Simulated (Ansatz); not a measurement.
# Cd5B3O9F (Cm): band gap by G0W0 on PBE, part 2 of 3

Wanted: the gap of Cd5B3O9F (Cm) with a many-body correction, and the time that it takes.

Ansatz 0.2.0; PBE, then G0W0 on it, plane waves, PAW. Known limits of the many-body steps: finite bands, screening cutoff and k mesh; no spin-orbit coupling in G0W0; d shells not analysed.

So far. Step 3 (Bands along the symmetry lines): Over mesh and path the gap is 1.734 eV, from k = (0.000, 0.250, 0.250) to k = Γ. The least direct gap found is 1.800 eV, at k = Γ.

**4. One-shot GW**

G0W0 replaces the xc potential by a self-energy built once from the orbitals of the start. Levels are corrected in the window of bands that the input names, at points of the mesh.

This step: G0W0 on PBE, plane waves, PAW; PAW set soft_1.

input.yaml

```yaml
crystal:
  lattice:
    - [4.0285, -7.983, 0.0]
    - [4.0285, 7.983, 0.0]
    - [-0.6021197902, 0.0, 3.3940036473]
  atoms:
    - { symbol: Cd, position: [0.2462962727, 0.2462962727, 0.7899811322] }
    - { symbol: Cd, position: [0.9724298757, 0.7350402179, 0.0744799693] }
    - { symbol: Cd, position: [0.7350402179, 0.9724298757, 0.0744799693] }
    - { symbol: Cd, position: [0.6518400433, 0.2985555541, 0.4174582514] }
    - { symbol: Cd, position: [0.2985555541, 0.6518400433, 0.4174582514] }
    - { symbol: B, position: [0.9595232564, 0.3532987672, 0.8339259883] }
    - { symbol: B, position: [0.3532987672, 0.9595232564, 0.8339259883] }
    - { symbol: B, position: [0.5970488156, 0.5970488156, 0.4660324346] }
    - { symbol: O, position: [0.8957514981, 0.4406553772, 0.0302231762] }
    - { symbol: O, position: [0.4406553772, 0.8957514981, 0.0302231762] }
    - { symbol: O, position: [0.7586236526, 0.6079587451, 0.5121223716] }
    - { symbol: O, position: [0.6079587451, 0.7586236526, 0.5121223716] }
    - { symbol: O, position: [0.1508703834, 0.4397995868, 0.8504555134] }
    - { symbol: O, position: [0.4397995868, 0.1508703834, 0.8504555134] }
    - { symbol: O, position: [0.4245597349, 0.4245597349, 0.371582259] }
    - { symbol: O, position: [0.8258058128, 0.1739893998, 0.6271527944] }
    - { symbol: O, position: [0.1739893998, 0.8258058128, 0.6271527944] }
    - { symbol: F, position: [0.0403730065, 0.0403730065, 0.1848680449] }
kpoints:
  mp_grid: { grid: [2, 2, 4] }
hamiltonian:
  xc: pbe
  pseudopotentials: { kind: paw, azcp: { folder: soft_1 } }
scf:
  occupations: { method: fixed }
gw:
  n_empty_bands: 1098
  ecut_chi: 170.0
  qp_bands: [v4, c4]
  qp_kpoints: band_edges
  screening: { model: contour_deformation }
```

On the command line:

```sh
ansatz run input.yaml --threads 2 --pin off --max-ram 92160MiB --backend cuda --events-out ev --progress --plain --runs-dir out --devices 1 --max-vram 13GiB
```

Numbers of over 12 decimals in the logs are rounded to 6 here.

Log:

```text
GPUs: using 1 of 1 available (devices: 1).
[...]
GPU FFT provider: cuFFT
GPU libraries: cuBLAS 13.8.2, cuFFT 12.4.0, cuSOLVER 12.3.4
Crystal: 18 atoms, lattice volume = 218.299 Å³
Basis set: ecut = 420 eV, 4281 PW (Γ)
Bands: 103, of which v1, the nominal top of the filled ones, is band 85 counted from 1 (84 counted from 0)
Symmetry: 2 space group operations
[...]
k-points: 9 of 16 (time reversal used)
[...]
GPU buffer pool allocated for 86400 grid points (all kernels)
[...]
SCF iter   1: F=—  HF=-47676.919925 eV  |F-HF|=—  |Δ(HF+E_count)|=         —  Δρ=1.97e-1  dr2=1.02e2  ethr=3.10e-3  ⟨swp⟩=4.4  Hψ=2776  notcnv=0  defer=144
[...]
SCF iter  13: F=-47662.141379 eV  HF=-47662.141379 eV  |F-HF|=3.50e-8  |Δ(HF+E_count)|=   8.77e-8  Δρ=6.65e-6  dr2=7.92e-8  ethr=5.88e-11  ⟨swp⟩=3.0  Hψ=1916  notcnv=0
SCF 1 converged in 13 iterations: F = -47662.141379 eV  dr2 = 7.92e-8
[...]
the band table was solved once the SCF had ended and its energy, with any forces and stress, was formed, with the checks that follow a solve (3409 applications of the Hamiltonian). They found nothing against the state; the energy, forces and stress were not computed again (output.eigenvalues in the input reference)
[...]
G₀W₀ screening: q 1/9
[... further progress lines ...]
[...]
SCF converged after 13 iterations
Free energy (F): -47662.141379 eV
[...]
Internal energy: -47662.141379 eV  (E = F + TS)
E sigma→0 (E₀):  -47662.141379 eV
Fermi energy:    8.191277 eV
[...]
--- Band table (eV; the first three rows and the last of 9) ---
  k-point 0: bands = [... 81 lower, 7.6686, 7.7161, 7.8924, 8.1375, 9.9373, 12.7757, 13.2226, 13.2459, ... 14 higher]
  k-point 1: bands = [... 81 lower, 7.4509, 7.7962, 7.9459, 8.1825, 11.4411, 13.2483, 13.6108, 13.8564, ... 14 higher]
  k-point 2: bands = [... 81 lower, 7.5503, 7.6947, 8.0655, 8.1410, 13.0391, 13.4103, 13.8616, 13.9352, ... 14 higher]
  k-point 8: bands = [... 81 lower, 7.5489, 7.6171, 8.0883, 8.1858, 12.8930, 13.6587, 13.7289, 13.9855, ... 14 higher]
--- G₀W₀: contour deformation, 7 samples at zero and on the imaginary axis and 2 off it, 16 q-points, 1098 empty bands' worth ---
  eigenvalues of the whole cell's RPA ε∞ on this k-mesh (on a slab, of 1 + 4πα/V) = 3.3965, 3.6458, 3.7705; static W/v taken at q = 0 is 0.278626
  gw.qp_kpoints: band_edges: 9 of 9 stored k-points solved, in 1 pass; an edge of the gap read off the rows below is read off those points alone
    ik  band        ε_KS         Σx   Σc(E_QP)       V_xc       Z   E_QP_lin       E_QP  E_QP is
     0    82      7.6686   -28.1590     4.2853   -22.8574  0.7616     6.6356     6.6524  root
     0    83      7.7161   -26.8322     4.6586   -21.1289  0.7496     6.6501     6.6714  root
     0    84      7.8924   -27.3731     4.5666   -21.8017  0.7513     6.8682     6.8876  root
     0    85      8.1375   -27.5709     4.5726   -22.0352  0.7516     7.1581     7.1745  root
     0    86      9.9373   -10.1885    -3.5550   -14.3046  0.8281    10.5009    10.4984  root
     0    87     12.7757   -10.8393    -3.9989   -15.6882  0.8069    13.6340    13.6257  root
     0    88     13.2226   -10.6163    -4.1686   -15.6734  0.8099    14.1213    14.1110  root
     0    89     13.2459   -12.3235    -4.0425   -17.3385  0.7986    14.2312    14.2185  root
     1    82      7.4509   -27.7935     4.4961   -22.2892  0.7545     6.4240     6.4429  root
     1    83      7.7962   -27.0886     4.6065   -21.4888  0.7479     6.7834     6.8029  root
     1    84      7.9459   -27.2870     4.6564   -21.6297  0.7499     6.9263     6.9449  root
     1    85      8.1825   -27.5919     4.6115   -22.0150  0.7509     7.2005     7.2172  root
     1    86     11.4411   -11.0798    -3.7294   -15.5519  0.8174    12.1890    12.1838  root
     1    87     13.2483   -10.8827    -4.2326   -16.0462  0.8059    14.1909    14.1792  root
     1    88     13.6108   -11.9308    -4.3041   -17.2554  0.7980    14.6456    14.6312  root
     1    89     13.8564   -11.2936    -4.3915   -16.7165  0.8010    14.9035    14.8877  root
     2    82      7.5503   -27.6059     4.4786   -22.1137  0.7547     6.5185     6.5368  root
     2    83      7.6947   -26.6770     4.6329   -21.0519  0.7452     6.6821     6.7024  root
     2    84      8.0655   -27.5651     4.6628   -21.8935  0.7521     7.0384     7.0566  root
     2    85      8.1410   -27.6739     4.6209   -22.0845  0.7505     7.1553     7.1725  root
     2    86     13.0391    -9.6056    -4.4339   -14.9700  0.8144    13.9800    13.9695  root
     2    87     13.4103    -9.5643    -4.5701   -15.0256  0.8144    14.3117    14.3016  root
     2    88     13.8616   -10.9232    -4.5346   -16.4493  0.8039    14.8672    14.8531  root
     2    89     13.9352   -10.3248    -4.3661   -15.6301  0.8067    14.8874    14.8743  root
     3    82      7.6178   -27.8823     4.3203   -22.5594  0.7584     6.5981     6.6153  root
     3    83      7.8297   -27.5033     4.4742   -22.0247  0.7550     6.8077     6.8253  root
     3    84      8.0367   -27.5815     4.5865   -22.0132  0.7515     7.0372     7.0548  root
     3    85      8.1332   -27.5179     4.6069   -21.9391  0.7510     7.1444     7.1614  root
     3    86     11.2795   -11.2111    -3.4549   -15.3432  0.8170    11.9608    11.9566  root
     3    87     11.5038   -11.3536    -3.5527   -15.6085  0.8154    12.2104    12.2061  root
     3    88     12.5977   -10.6927    -3.8402   -15.3026  0.8112    13.3740    13.3675  root
     3    89     12.8562   -11.9415    -4.0020   -16.8691  0.8046    13.7921    13.7817  root
     4    82      7.4414   -27.5898     4.4497   -22.1264  0.7552     6.4092     6.4278  root
     4    83      7.7284   -26.9073     4.6992   -21.1843  0.7468     6.6833     6.7046  root
     4    84      8.0287   -27.4513     4.5759   -21.8993  0.7508     7.0351     7.0526  root
     4    85      8.1533   -27.7902     4.5862   -22.2250  0.7529     7.1574     7.1744  root
     4    86     12.0730   -11.1879    -3.8228   -15.8144  0.8133    12.8835    12.8766  root
     4    87     12.6749   -11.5450    -3.9162   -16.3327  0.8076    13.5552    13.5464  root
     4    88     13.1660   -11.2285    -4.2004   -16.3643  0.8051    14.1128    14.1014  root
     4    89     13.7185   -11.4135    -4.3685   -16.7974  0.8018    14.7481    14.7340  root
[...]
7    86     12.0366   -10.9963    -3.8181   -15.6145  0.8145    12.8436    12.8367  root
     7    87     12.3932   -11.4341    -3.8918   -16.1514  0.8094    13.2265    13.2187  root
     7    88     13.3775   -11.5360    -4.2208   -16.7209  0.8027    14.3540    14.3416  root
     7    89     13.7608   -11.5455    -4.3686   -16.9615  0.8005    14.8237    14.8081  root
     8    82      7.5489   -27.8052     4.4071   -22.3849  0.7573     6.5176     6.5357  root
     8    83      7.6171   -26.4520     4.6874   -20.7606  0.7434     6.5916     6.6131  root
     8    84      8.0883   -27.6519     4.6979   -21.9416  0.7517     7.0573     7.0758  root
     8    85      8.1858   -27.7122     4.5275   -22.2205  0.7529     7.2050     7.2216  root
     8    86     12.8930    -9.0911    -4.5114   -14.5085  0.8191    13.8086    13.7990  root
     8    87     13.6587   -10.8603    -4.4966   -16.3336  0.8061    14.6482    14.6354  root
     8    88     13.7289    -9.8403    -4.6707   -15.4554  0.8086    14.6857    14.6733  root
     8    89     13.9855   -11.1229    -4.3878   -16.5421  0.8012    15.0330    15.0168  root
```

The job ended after 97 s (1 × NVIDIA H100 80GB HBM3 (shared by 6 runs) with 2 threads of AMD EPYC 7R13 (Zen 3), shared host; peak memory 3.9 GiB).

Numbers from this step:

| Quantity | Value |
| --- | --- |
| bands summed | 1183 |
| RPA ε∞ on this mesh (eigenvalues) | 3.396, 3.646, 3.770 |
| plane waves in the screening matrix | 1101 |
| q-points in the mesh | 16 |
| G0W0 gap over the corrected points | 3.256 eV |
| k of the valence top | -0.5, -0.5, 0.25 |
| k of the conduction bottom | 0, 0, 0 |
| starting gap on the mesh | 1.746 eV |
| Z at the valence top | 0.7509 |
| Z at the conduction bottom | 0.8281 |
| least direct G0W0 gap over the corrected points | 3.324 eV |

Over all 9 irreducible mesh points the G0W0 gap is 3.256 eV, from k = (-0.500, -0.500, 0.250) to k = Γ. The PBE gap of this run on the mesh is 1.746 eV. The two states that bound the G0W0 gap lie that far apart at the start, so the correction of the gap is 3.256 − 1.746 = +1.510 eV. The start of this run differs from the step before in mesh (4×4×8 and 2×2×4).

Labels follow the order of the start: v1 is the top filled band, c1 the lowest empty one; levels that stay degenerate share a row, the window can cut a multiplet, doubted levels are not marked in this list, bands outside the window were not corrected, and the list may be a part of the corrected levels. The levels before and after the correction (eV, zero at the valence-band top of each column):

|  | conduction bottom | valence top |
| --- | --- | --- |
| Kohn-Sham | 1.75 | 0.00 |
| G0W0 | 3.26 | 0.00 |

|  | level | occupation | energy (eV) |
| --- | --- | --- | --- |
| Kohn-Sham | Γ v3 | 2 | -0.475 |
| Kohn-Sham | Γ v2 | 2 | -0.299 |
| Kohn-Sham | Γ v1 | 2 | -0.054 |
| Kohn-Sham | Γ c1 | 0 | 1.746 |
| Kohn-Sham | Γ c2 | 0 | 4.584 |
| Kohn-Sham | Γ c3 | 0 | 5.031 |
| Kohn-Sham | (-0.5 -0.5 0.25) v3 | 2 | -0.350 |
| Kohn-Sham | (-0.5 -0.5 0.25) v2 | 2 | -0.174 |
| Kohn-Sham | (-0.5 -0.5 0.25) v1 | 2 | 0.000 |
| Kohn-Sham | (-0.5 -0.5 0.25) c1 | 0 | 3.845 |
| Kohn-Sham | (-0.5 -0.5 0.25) c2 | 0 | 4.202 |
| Kohn-Sham | (-0.5 -0.5 0.25) c3 | 0 | 5.186 |
| G0W0 | Γ v3 | 2 | -0.571 |
| G0W0 | Γ v2 | 2 | -0.355 |
| G0W0 | Γ v1 | 2 | -0.068 |
| G0W0 | Γ c1 | 0 | 3.256 |
| G0W0 | Γ c2 | 0 | 6.383 |
| G0W0 | Γ c3 | 0 | 6.868 |
| G0W0 | (-0.5 -0.5 0.25) v3 | 2 | -0.399 |
| G0W0 | (-0.5 -0.5 0.25) v2 | 2 | -0.236 |
| G0W0 | (-0.5 -0.5 0.25) v1 | 2 | 0.000 |
| G0W0 | (-0.5 -0.5 0.25) c1 | 0 | 5.594 |
| G0W0 | (-0.5 -0.5 0.25) c2 | 0 | 5.976 |
| G0W0 | (-0.5 -0.5 0.25) c3 | 0 | 7.099 |

The parts of the quasiparticle energy for the two states that bound the G0W0 gap, in eV on the run's own scale (QP = start + Σx + Σc − Vxc, with Σc at the quasiparticle energy):

| edge | k | band | start | Σx | Σc | Vxc | Z | QP |
| --- | --- | --- | --- | --- | --- | --- | --- | --- |
| valence top | (-0.500, -0.500, 0.250) | 85 | 8.191 | −27.527 | 4.560 | −22.018 | 0.751 | 7.243 |
| conduction bottom | Γ | 86 | 9.937 | −10.188 | −3.555 | −14.305 | 0.828 | 10.498 |

[end of part 2 of 3]

[Paths, hosts, dates, memory and timing lines, banners, echoed tables and standing remarks are left out of the program output.]

[Logs are printed without paths, hosts, clocks, repeated set-up lines and the standing remarks that a program may print on its own settings, such as how far it seeks lower states.]

[Runs of the session that timed out or met a known fault of the program may be left out.]

[Cells called generated may have been cut or substituted from an entry of the Crystallography Open Database or the Materials Project.]

[Hosts, paths, dates, database ids (printed as entryN), source tags and the programs' standing remarks are cut or masked in the printed files.]

[Where an RPA ε∞ is given, it is that of the G0W0 mesh and is not shown converged in it. Names of k-points follow the symmetry that the program found, which can be lower than the space group named. Band edges on a path are those of the sampled points; other points can move an edge, and change direct to indirect where valleys lie close.]

[Hybrid gaps are those of their k-mesh and are not shown converged in it.]
